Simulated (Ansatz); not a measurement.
# One crystal, many levels of theory: Zn3SbN3 (Cm), part 3 of 3

Aim: the gap of Zn3SbN3 (Cm) at several levels of theory on one structure, with the time that each takes.

Ansatz 0.2.0; density functionals, hybrids and G0W0, plane waves, PAW. Known limits of the many-body steps: finite bands, screening cutoff and k mesh; no spin-orbit coupling in G0W0; d shells not analysed.

So far. Step 11 (G0W0@HSE06, 4×4×4 mesh, 804 empty bands, screening to …): Over 19 of 24 irreducible mesh points the G0W0 gap is 2.675 eV, from k = (0.250, -0.250, 0.000) to k = (0.000, 0.000, 0.250). The HSE06 gap of this run on the mesh is 2.400 eV. The two states that bound the G0W0 gap lie that far apart at the start, so the correction of the gap is 2.675 − 2.400 = +0.275 eV.

In doubt: masses and optical values from hybrid runs of this build are listed as unsure (steps 11, 12), which bears on the screening that GW takes from such a start.

### 13. The ladder

Each gap is the least one over the points named; times are wall times on shared hosts, not benchmarks. A G0W0 time includes the run's own self-consistent start. Runs with listed points see these and the mesh alone, so an edge that moves elsewhere is missed. Rows marked * are further runs, not shown as steps, whose inputs differ from the G0W0 step on the same start in the columns given; solver thresholds can differ too. Symmetry makes (-0.250, 0.250, 0.000) and (0.250, -0.250, 0.000) one point.

| level | mesh | files, cutoff | bands summed, screening | points | gap (eV) | valence top | conduction bottom | least direct gap (eV) | time |
| --- | --- | --- | --- | --- | --- | --- | --- | --- | --- |
| LDA | 6×6×6 | soft_1 PAW, 420 eV | - | mesh and listed points | 1.361 | (-0.250, 0.250, 0.000) | (0.000, 0.000, -0.300) | 1.503 | 8.9 s |
| PBEsol | 6×6×6 | soft_1 PAW, 420 eV | - | mesh and listed points | 1.324 | (-0.250, 0.250, 0.000) | (0.000, 0.000, -0.300) | 1.467 | 9.9 s |
| PBE | 6×6×6 | soft_1 PAW, 420 eV | - | mesh and path | 1.373 | (-0.250, 0.250, 0.000) | (0.000, 0.000, -0.300) | 1.513 | 7.9 s |
| PBE+SOC | 6×6×6 | soft_1 PAW, 420 eV | - | mesh and listed points | 1.328 | (-0.250, 0.250, 0.000) | (0.000, 0.000, -0.300) | 1.484 | 20 s |
| r2SCAN | 6×6×6 | soft_1 PAW, 500 eV | - | mesh and listed points | 1.671 | (-0.250, 0.250, 0.000) | (0.000, 0.000, -0.300) | 1.799 | 14 s |
| HSE06 | 4×4×4 | soft_1 PAW, 420 eV | - | mesh and listed points | 2.350 | (-0.250, 0.250, 0.000) | (0.000, 0.000, -0.300) | 2.450 | 42 s |
| PBE0 | 4×4×4 | soft_1 PAW, 420 eV | - | mesh and listed points | 3.029 | (-0.250, 0.250, 0.000) | (0.000, 0.000, -0.300) | 3.121 | 46 s |
| DDH-PBE0 | 4×4×4 | soft_1 PAW, 420 eV | - | mesh and listed points | 2.182 | (-0.250, 0.250, 0.000) | (0.000, 0.000, -0.300) | 2.296 | 92 s |
| G0W0@PBE* | 4×4×4 | soft_1 PAW, 420 eV | 165, 69 eV | 19 of 24 irreducible mesh points | 2.074 | (0.250, -0.250, 0.000) | (0.000, 0.000, 0.250) | 2.279 | 33 s |
| G0W0@PBE* | 4×4×4 | soft_1 PAW, 420 eV | 406, 138 eV | 19 of 24 irreducible mesh points | 2.131 | (0.250, -0.250, 0.000) | (0.000, 0.000, 0.250) | 2.331 | 70 s |
| G0W0@PBE | 4×4×4 | soft_1 PAW, 420 eV | 837, 230 eV | 19 of 24 irreducible mesh points | 2.184 | (0.250, -0.250, 0.000) | (0.000, 0.000, 0.250) | 2.378 | 2.4 min |
| G0W0@HSE06 | 4×4×4 | soft_1 PAW, 420 eV | 837, 230 eV | 19 of 24 irreducible mesh points | 2.675 | (0.250, -0.250, 0.000) | (0.000, 0.000, 0.250) | 2.859 | 4.1 min |
| G0W0@PBE0 | 4×4×4 | soft_1 PAW, 420 eV | 837, 230 eV | 19 of 24 irreducible mesh points | 2.872 | (0.250, -0.250, 0.000) | (0.000, 0.000, 0.250) | 3.053 | 5.3 min |

### 14. Summary of results

| Item | Value |
| --- | --- |
| LDA, over mesh and listed points | 1.361 eV |
| PBEsol, over mesh and listed points | 1.324 eV |
| PBE, over mesh and path | 1.373 eV |
| PBE+SOC, over mesh and listed points | 1.328 eV |
| r2SCAN, over mesh and listed points | 1.671 eV |
| HSE06, over mesh and listed points | 2.350 eV |
| PBE0, over mesh and listed points | 3.029 eV |
| DDH-PBE0, over mesh and listed points | 2.182 eV |
| G0W0@PBE (837 bands, 4×4×4), over 19 of 24 irreducible mesh points | 2.184 eV |
| G0W0@HSE06, over 19 of 24 irreducible mesh points | 2.675 eV |
| G0W0@PBE0, over 19 of 24 irreducible mesh points | 2.872 eV |
| known limits | finite bands, screening cutoff and k mesh; no spin-orbit coupling in G0W0; d shells not analysed |

What this shows: The rows run from 1.324 eV (PBEsol) to 3.029 eV (PBE0). They differ in mesh, plane-wave cutoff, bands and screening cutoff of G0W0 and the points over which the gap was sought as well as in level, so only pairs that share these are like for like. PBEsol against LDA: 1.324 − 1.361 = −0.037 eV, with the same mesh, files and cutoff, and both edges at the same k points. PBE against PBEsol: 1.373 − 1.324 = +0.049 eV, with the same mesh, files and cutoff, and both edges at the same k points. PBE+SOC against PBE: 1.328 − 1.373 = −0.045 eV, with the same mesh, set of files (read in its fully relativistic form for the spin-orbit run) and cutoff, and both edges at the same k points. The spin-orbit run sees mesh and listed points alone, so its gap is an upper bound: the coupling can move an edge off these points, the more so as this crystal has no centre of inversion, and the change over the zone, its sign included where it is small, is not known. PBE0 against HSE06: 3.029 − 2.350 = +0.679 eV, with the same mesh, files and cutoff, and both edges at the same k points. DDH-PBE0 against PBE0: 2.182 − 3.029 = −0.847 eV, with the same mesh, files and cutoff, and both edges at the same k points. G0W0@HSE06 against G0W0@PBE with 837 bands: 2.675 − 2.184 = +0.491 eV, with the same mesh, files and cutoffs, and both edges at the same k points. G0W0@PBE0 against G0W0@HSE06 with 837 bands: 2.872 − 2.675 = +0.197 eV, with the same mesh, files and cutoffs, and both edges at the same k points. The dielectric-dependent hybrid took 0.125 of exact exchange, against 0.25 in PBE0. G0W0@PBE (837 bands, 4×4×4) moves the gap of its own start on the mesh by 2.184 − 1.432 = +0.752 eV, between the same two levels. Over mesh and path, PBE puts the conduction bottom at k = (0.000, 0.000, -0.300), where no G0W0 correction was computed. The G0W0 gap over the whole zone is therefore not known from this run; at its settings it can only be equal to or under the 2.184 eV found, and no correction is carried over from another point. For the start itself the gap is 1.373 eV over mesh and path and 1.432 eV on the mesh of the G0W0 run, in runs that differ in mesh (6×6×6 and 4×4×4). G0W0@HSE06 moves the gap of its own start on the mesh by 2.675 − 2.400 = +0.275 eV, between the same two levels. Over mesh and listed points, HSE06 puts the conduction bottom at k = (0.000, 0.000, -0.300), where no G0W0 correction was computed. The G0W0 gap over the whole zone is therefore not known from this run; at its settings it can only be equal to or under the 2.675 eV found, and no correction is carried over from another point. For the start itself the gap is 2.350 eV over mesh and listed points and 2.400 eV on the mesh of the G0W0 run. G0W0@PBE0 moves the gap of its own start on the mesh by 2.872 − 3.085 = −0.213 eV, between the same two levels. Over mesh and listed points, PBE0 puts the conduction bottom at k = (0.000, 0.000, -0.300), where no G0W0 correction was computed. The G0W0 gap over the whole zone is therefore not known from this run; at its settings it can only be equal to or under the 2.872 eV found, and no correction is carried over from another point. For the start itself the gap is 3.029 eV over mesh and listed points and 3.085 eV on the mesh of the G0W0 run. What spin-orbit coupling does to the G0W0 levels was not computed, so no sum with the G0W0 gap is formed. For G0W0@PBE: from 165 bands and 69 eV to 837 bands and 230 eV the gap moves by 2.184 − 2.074 = +0.110 eV (rung by rung 2.074, 2.131, 2.184 eV); bands and screening cutoff rise together, so their parts are not told apart. A line in one over the bands through the two highest rungs gives 2.184 + (2.184 − 2.131) × 406 / (837 − 406) = 2.234 eV, and through the pair below 2.131 + (2.131 − 2.074) × 165 / (406 − 165) = 2.170 eV. The two differ by 0.064 eV, not under the 0.030 eV asked, so the law does not hold well over these rungs and the limit is not known. The other G0W0 rows are shown at one basis each (837 bands), so their distance from the limit is not known here. For G0W0@PBE0: the program's warnings for this run: coarse exchange mesh. The G0W0 runs are scalar-relativistic. One-shot GW is known to converge slowly in bands for compounds with shallow d shells. The cell holds Zn; the filling of the d shell and its place against the gap were not analysed here. No pair of G0W0 runs that differ in the mesh alone is shown (4×4×4 is a supercell whose nearest images lie 19 Å apart), so the error from the mesh is not known here. G0W0@PBE runs of this series with other atomic data on the same mesh, not shown as steps, give 2.222 eV (hard PAW, 870 eV, 1240 bands, screening to 299 eV); where bands and cutoffs differ too, the part of the files is not isolated.

[Runs of the session that timed out or met a known fault of the program may be left out.]

[Cells called generated may have been cut or substituted from an entry of the Crystallography Open Database or the Materials Project.]

[Hosts, paths, dates, database ids (printed as entryN), source tags and the programs' standing remarks are cut or masked in the printed files.]

[Where an RPA ε∞ is given, it is that of the G0W0 mesh and is not shown converged in it. Names of k-points follow the symmetry that the program found, which can be lower than the space group named. Band edges on a path are those of the sampled points; other points can move an edge, and change direct to indirect where valleys lie close.]

[Hybrid gaps are those of their k-mesh and are not shown converged in it.]
